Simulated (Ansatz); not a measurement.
## Where Ag_Si puts its levels in the gap of SiC (P6_3mc)

Wanted: the transition levels of a substitutional impurity in SiC (P6_3mc), from a cell of 108 host atoms with 1 Si taken out and 1 Ag put in.

Calculated with Ansatz 0.2.0; place-levels on r2SCAN runs: charge-transition levels and formation energies with image-charge correction and potential alignment at the atomic sites; PAW set soft_1.

The experiments to compare with:

“Charge spill-out and work function of few-layer graphene on SiC(0001)” (2018, arxiv:1806.04908) quotes from earlier work for SiC, 6H (bulk crystal, literature): band gap (indirect gap, experimental literature value) 3.03 eV [Literature value cited in passing in the theory part; temperature and measurement method …].

### 1. Starting point

The cell holds 108 atoms: 53 Si, 54 C and 1 Ag. Its edges and angles: a = 9.236 Å, b = 9.236 Å, c = 15.108 Å, α = 90.0°, β = 90.0°, γ = 120.0°. It derives from SiC (space group P6_3mc). Nearest the centre at fractional (0.667, 0.667, 0.500): Ag101 at 0.00 Å, C71 at 1.89 Å, C107 at 1.89 Å, C59 at 1.89 Å, C104 at 1.89 Å, Si77 at 3.08 Å, Si53 at 3.08 Å, Si5 at 3.08 Å.

Screening for the image-charge correction: ε∞ = (7.09, 7.09, 7.35), ε0 = (10.43, 10.43, 10.95), computed on the host (DFPT, PBEsol, on the r2SCAN cell), and a cell off the functional's own equilibrium shifts the ionic part.

The cell's shortest repeat is 9.2 Å.

### 2. The runs of each charge state

A transition level is the Fermi level at which two charge states cost the same, so each charge needs its own total energy, at its own relaxed structure.

Random displacements of about 0.05 Å break the site symmetry at the start, so that the relaxation can reach a distorted minimum if there is one. Forces are taken at one point at (¼, ¼, ¼). The cell holds 1 electron more than the neutral one, with a uniform background that keeps it neutral on the whole.

The sampling was tested on the host first: at the k-points planned (1x1x1 shifted 0.25 0.25 0.25) its energy lies -0.041 eV an atom from the dense-mesh value, a large miss, so this sampling is coarse for the host.

One of the inputs; charge, spin and start change from state to state.

qm1.relax/input.yaml

```yaml
crystal:
  lattice:
    - [9.23599493, 0.0, 0.0]
    - [-4.61799746, 7.99860624, 0.0]
    - [0.0, 0.0, 15.1078644]
  atoms:
    - { symbol: Si, position: [0.11111111, 0.22222222, 0.8329854] }
    - { symbol: Si, position: [0.22222222, 0.11111111, 0.3329854] }
[... 2 atom lines left out ...]
    - { symbol: Si, position: [0.0, 0.0, 0.49972248] }
[... 17 atom lines left out ...]
    - { symbol: C, position: [0.22222222, 0.44444444, 0.54152848] }
[... 5 atom lines left out ...]
    - { symbol: Si, position: [0.0, 0.66666667, 0.49972248] }
[... 20 atom lines left out ...]
    - { symbol: Si, position: [0.55555556, 0.44444444, 0.3329854] }
    - { symbol: Si, position: [0.55555556, 0.44444444, 0.66650102] }
[... 1 atom line left out ...]
    - { symbol: Si, position: [0.33333333, 0.33333333, 0.49972248] }
[... 5 atom lines left out ...]
    - { symbol: C, position: [0.55555556, 0.44444444, 0.54152848] }
[... 2 atom lines left out ...]
    - { symbol: Si, position: [0.55555556, 0.77777778, 0.3329854] }
    - { symbol: Si, position: [0.55555556, 0.77777778, 0.66650102] }
[... 1 atom line left out ...]
    - { symbol: Si, position: [0.33333333, 0.66666667, 0.49972248] }
[... 5 atom lines left out ...]
    - { symbol: C, position: [0.55555556, 0.77777778, 0.54152848] }
[... 5 atom lines left out ...]
    - { symbol: Si, position: [0.66666667, 0.0, 0.49972248] }
[... 5 atom lines left out ...]
    - { symbol: C, position: [0.88888889, 0.11111111, 0.54152848] }
[... 5 atom lines left out ...]
    - { symbol: Si, position: [0.66666667, 0.33333333, 0.49972248] }
[... 5 atom lines left out ...]
    - { symbol: C, position: [0.88888889, 0.44444444, 0.54152848] }
[... 2 atom lines left out ...]
    - { symbol: Si, position: [0.88888889, 0.77777778, 0.3329854] }
    - { symbol: Si, position: [0.88888889, 0.77777778, 0.66650102] }
[... 1 atom line left out ...]
    - { symbol: Ag, position: [0.66666667, 0.66666667, 0.49972248] }
[... 2 atom lines left out ...]
    - { symbol: C, position: [0.66666667, 0.66666667, 0.37436694] }
[... 2 atom lines left out ...]
    - { symbol: C, position: [0.88888889, 0.77777778, 0.54152848] }
    - { symbol: C, position: [0.77777778, 0.88888889, 0.04152848] }
  host:
    repeats: [3, 3, 1]
    atoms:
      - { symbol: Si, position: [0.33333333, 0.66666667, 0.8329854] }
      - { symbol: Si, position: [0.66666667, 0.33333333, 0.3329854] }
      # ... 10 more atoms of the perfect host
total_charge: -1
basis:
  ecutwfc: 500
  xc_grid: 2
hamiltonian:
  xc: r2scan
  pseudopotentials: { kind: paw, azcp: { folder: soft_1 } }
kpoints:
  mp_grid: { grid: [1, 1, 1], shift: [0.25, 0.25, 0.25] }
scf:
  occupations: { method: fixed }
  max_iter: 80
output:
  forces: true
  charged_corrections:
    epsilon: [7.09, 7.09, 7.35]
    static_epsilon: [10.43, 10.43, 10.95]
    defect_position: [0.666667, 0.666667, 0.499722]
relax:
  f_tol: 0.02
  max_steps: 80
  random_displacement: { amplitude: 0.05, seed: 9252 }
checkpoint:
  write: "../qm1.relax.run"
  compress: false
  write_wavefunctions: true
  write_every: 100000
```

The run is started by

```bash
ansatz run input.yaml --threads 8 --pin off --max-ram 15073MiB --backend cpu --events-out ev --progress --plain --runs-dir out
```

The relaxed structure is kept and the sampling changed to a 2×2×2 shifted mesh.

The run of this state that the levels use, under r2SCAN:

qm1.point/input.yaml

```yaml
crystal:
  checkpoint: "../qm1.relax.run"
  host: checkpoint
total_charge: -1
basis:
  ecutwfc: 500
  xc_grid: 2
hamiltonian:
  xc: r2scan
  pseudopotentials: { kind: paw, azcp: { folder: soft_1 } }
kpoints:
  mp_grid: { grid: [2, 2, 2], shift: [0.5, 0.5, 0.5] }
scf:
  occupations: { method: fermi_dirac, width: 0.01 }
  max_iter: 80
output:
  forces: true
  eigenvalues: true
  charged_corrections:
    epsilon: [7.09, 7.09, 7.35]
    static_epsilon: [10.43, 10.43, 10.95]
    defect_position: [0.666667, 0.666667, 0.499722]
  eigenstates: { localisation: true }
  populations: true
  band_densities: [{ bands: [v1, v1] }, { bands: [c1, c1] }]
  write_density: true
  write_potential: true
  volumetric_format: npy
checkpoint:
  read: "../qm1.relax.run"
  write: "../qm1.point.run"
  compress: false
  write_wavefunctions: false
  write_every: 100000
```

Relaxations under r2SCAN at one point at (¼, ¼, ¼); times on 8 threads of Arm Neoverse V2, shared host:

```
charge  moment (μB)  occupations    outcome  steps  largest displacement against the far atoms (Å)     time
    −1            0        fixed  converged      8                                            0.26  2.3 min
     0            1        fixed  converged      6                                            0.25  3.9 min
    +1            0        fixed  converged      8                                            0.25  2.2 min
    −1            2        fixed  converged      7                                            0.25  4.1 min
    +1            2        fixed  converged      5                                            0.24  3.2 min
```

Single points under r2SCAN at a 2×2×2 shifted mesh; times on 8 threads of Arm Neoverse V2, shared host:

```
charge  moment (μB)  occupations    outcome     time
    −1            0  fermi-dirac  converged  1.8 min
     0            1  fermi-dirac  converged  3.8 min
    +1            0  fermi-dirac  converged  1.8 min
    −1            2  fermi-dirac  converged  4.1 min
    +1            2  fermi-dirac  converged  3.9 min
```

Distances (Å) from Ag101 to the nearest atoms after relaxation with r2SCAN:

```
charge  moment (μB)      1.      2.      3.      4.       5.       6.
    −1            0  C 2.10  C 2.12  C 2.13  C 2.13  Si 3.03  Si 3.05
    −1            2  C 2.11  C 2.11  C 2.14  C 2.15  Si 3.04  Si 3.05
     0            1  C 2.11  C 2.12  C 2.13  C 2.13  Si 3.07  Si 3.08
    +1            0  C 2.10  C 2.11  C 2.12  C 2.14  Si 3.05  Si 3.07
    +1            2  C 2.11  C 2.12  C 2.12  C 2.13  Si 3.09  Si 3.09
```

### 3. place-levels, r2SCAN

A charged cell interacts with its images and the background, and its potential has another zero than the host's. place-levels removes the first by a point-charge model, screened by the static dielectric constant since the ions have relaxed around the charge, and the second by comparing potentials at atoms far from the defect.

The host is a run of the defect-free crystal in the same cutoffs, grids and k-points, so that basis and sampling errors cancel in part in the differences. The host is run in a cell of 12 atoms on a matching mesh. Its band edges are searched through the zone by a band path, so the gap is smaller than, or equal to, that on the mesh. Chemical potentials are energies per atom of Si (diamond) and Ag (fcc), run with the same functional and cutoff.

levels.point.yaml

```yaml
host:
  run: host.point.run
states: [qm1.point.run, q0_M1.point.run, qp1.point.run, qm1_M2.point.run, qp1_M2.point.run]
geometry_from:
  qm1.point.run: qm1.relax.run
  q0_M1.point.run: q0_M1.relax.run
  qp1.point.run: qp1.relax.run
  qm1_M2.point.run: qm1_M2.relax.run
  qp1_M2.point.run: qp1_M2.relax.run
  host.point.run: host.relax.run
chemical_potentials:
  Si:
    energy: -639.06578
    dataset: <sha256 of the dataset>
  Ag:
    energy: -7604.007073
    dataset: "<sha256 of the dataset>"
epsilon: [7.09, 7.09, 7.35]
static_epsilon: [10.43, 10.43, 10.95]
vertical:
  - { from: qm1.point.run, to: qm1.point_neutral.run }
  - { from: qp1.point.run, to: qp1.point_neutral.run }
  - { from: qm1_M2.point.run, to: qm1_M2.point_neutral.run }
  - { from: qp1_M2.point.run, to: qp1_M2.point_neutral.run }
```

The run is started by

```bash
ansatz place-levels levels.point.yaml -- --threads 8 --pin off --max-ram 15073MiB
```

Numbers of over 12 decimals in the logs are rounded to 6 here.

What it wrote:

```text
[... repeated set-up lines and file paths are left out, and long positions are rounded to six places ...]
(+1/0) 0.316 eV above the valence edge, 2.053 eV under the conduction edge
(0/-1) 1.049 eV above the valence edge, 1.319 eV under the conduction edge
formation energy of charge +1: +6.669 eV with the Fermi level at the valence edge
formation energy of charge 0: +6.985 eV with the Fermi level at the valence edge
formation energy of charge -1: +8.034 eV with the Fermi level at the valence edge
vertical -1 to 0: no energy, since no alignment is typed
  the change from vertical[0].from (qm1.point.run) to vertical[0].to (qm1.point_neutral.run): by its potential at epsilon [7.09, 7.09, 7.35] it stands at 0.600 0.716 0.492, with an rms radius of about 2.4 Å (1.0 1.2 1.9 Å across the planes of the cell's [...]
vertical +1 to 0: no energy, since no alignment is typed
  the change from vertical[1].from (qp1.point.run) to vertical[1].to (qp1.point_neutral.run): by its potential at epsilon [7.09, 7.09, 7.35] it stands at 0.601 0.757 0.520, with an rms radius of about 2.9 Å (1.7 1.5 1.8 Å across the planes of the cell's [...]
vertical -1 to 0: no energy, since no alignment is typed
  the change from vertical[2].from (qm1_M2.point.run) to vertical[2].to (qm1_M2.point_neutral.run): by its potential at epsilon [7.09, 7.09, 7.35] it stands at 0.639 0.723 0.502, with an rms radius of about 2.5 Å (1.5 1.3 1.5 Å across the planes of the cell's [...]
vertical +1 to 0: no energy, since no alignment is typed
  the change from vertical[3].from (qp1_M2.point.run) to vertical[3].to (qp1_M2.point_neutral.run): by its potential at epsilon [7.09, 7.09, 7.35] it stands at 0.602 0.753 0.519, with an rms radius of about 2.7 Å (1.7 1.5 1.6 Å across the planes of the cell's [...]
  edges by r2scan, gap 2.368 eV; the host is sampled to repeats of 18.47 Å
  the defect's cells are sampled to repeats of 18.47 Å, like sampling
  charge +1: -55099.6390 eV with its correction of +0.277 eV, at epsilon [10.43, 10.43, 10.95], aligned at sites: +0.1101 eV, mean over 73 atomic sites at or beyond 4.62 Å from the host's site at [0.6663, 0.6671, 0.4997] by the defect at [0.6667, 0.6667, [...]
  states[4] (qp1_M2.point.run): levels filled in part (TS 0.001 eV): its energy is of no whole electron's
  charge 0: +0.000 eV for its dipole among its images, +0.000 omitted
  charge -1: -55079.4054 eV with its correction of +0.016 eV, at epsilon [10.43, 10.43, 10.95], aligned at sites: +0.1507 eV, mean over 73 atomic sites at or beyond 4.62 Å from the host's site at [0.6663, 0.6671, 0.4997] by the defect at [0.6667, 0.6667, [...]
  charge +1: states[2] (qp1.point.run) stands 0.088 eV higher, with a moment of 0.00 μB against 2.00
  charge -1: states[0] (qm1.point.run) stands 0.233 eV higher, with a moment of 0.00 μB against 2.00
  states[0] (qm1.point.run): levels filled in part (TS 0.010 eV): its energy is of no whole electron's
  of states[4] (qp1_M2.point.run): it parts from the run at its places by a charge that spreads by about 1.7 Å along one vector (1.4 Å or more is wide), by its potential at epsilon [7.09, 7.09, 7.35], taken for that of held ions (one typed too small widens [...]
  of states[1] (q0_M1.point.run): stability_check_not_made
  of states[3] (qm1_M2.point.run): it parts from the run at its places by a charge that spreads by about 1.5 Å along one vector (1.4 Å or more is wide), by its potential at epsilon [7.09, 7.09, 7.35], taken for that of held ions (one typed too small widens [...]
  of states[2] (qp1.point.run): it parts from the run at its places by a charge that spreads by about 1.7 Å along one vector (1.4 Å or more is wide), by its potential at epsilon [7.09, 7.09, 7.35], taken for that of held ions (one typed too small widens it), [...]
  of states[0] (qm1.point.run): the host's ions (past the first shell or, of a walk that freed a part, those that it held) aren't shown at rest: they stand up to 0.069 Å off their sites, 0.83 of a continuum's relaxation, the totals under the two constants [...]
  vertical[0].from (qm1.point.run): levels filled in part (TS 0.010 eV): its energy is of no whole electron's
  of vertical[0].to (qm1.point_neutral.run): stability_check_not_made
  of vertical[1].from (qp1.point.run): it parts from the run at its places by a charge that spreads by about 1.7 Å along one vector (1.4 Å or more is wide), by its potential at epsilon [7.09, 7.09, 7.35], taken for that of held ions (one typed too small [...]
  of vertical[1].to (qp1.point_neutral.run): stability_check_not_made
  of vertical[2].from (qm1_M2.point.run): its sublattices stand up to 0.0084 Å off the host's, which by the two runs' forces adds about +0.01 eV to its energy against the host's, and moves the band edges: relax the crystal first, and build the cells on it; [...]
  of vertical[2].to (qm1_M2.point_neutral.run): it set out from the moments of a save, which an earlier run chose (saved_moments_taken); stability_check_not_made
  vertical[3].from (qp1_M2.point.run): levels filled in part (TS 0.001 eV): its energy is of no whole electron's
  of vertical[3].from (qp1_M2.point.run): stability_check_not_made; [...]
  of vertical[3].to (qp1_M2.point_neutral.run): it set out from the moments of a save, which an earlier run chose (saved_moments_taken); seeded_moment_not_kept; stability_check_not_made
```

It took 0.72 s on 8 threads of Arm Neoverse V2, shared host.

[end of part 1 of 2]

[Logs are printed without paths, hosts, clocks, repeated set-up lines and the standing remarks that a program may print on its own settings, such as how far it seeks lower states.]

[Hosts, paths, dates, database ids (printed as entryN), source tags and the programs' standing remarks are cut or masked in the printed files.]

[Where a table of states has a column of steps, it counts the stored structures, which are thinned; the runs took as many ionic steps or more.]

[A defect's name tells the site on which it was built; relaxed atoms can leave that site.]

[For some hosts the program warned that the k-mesh of the response run may be too coarse for force constants and the static dielectric constant; such warnings are not shown here.]
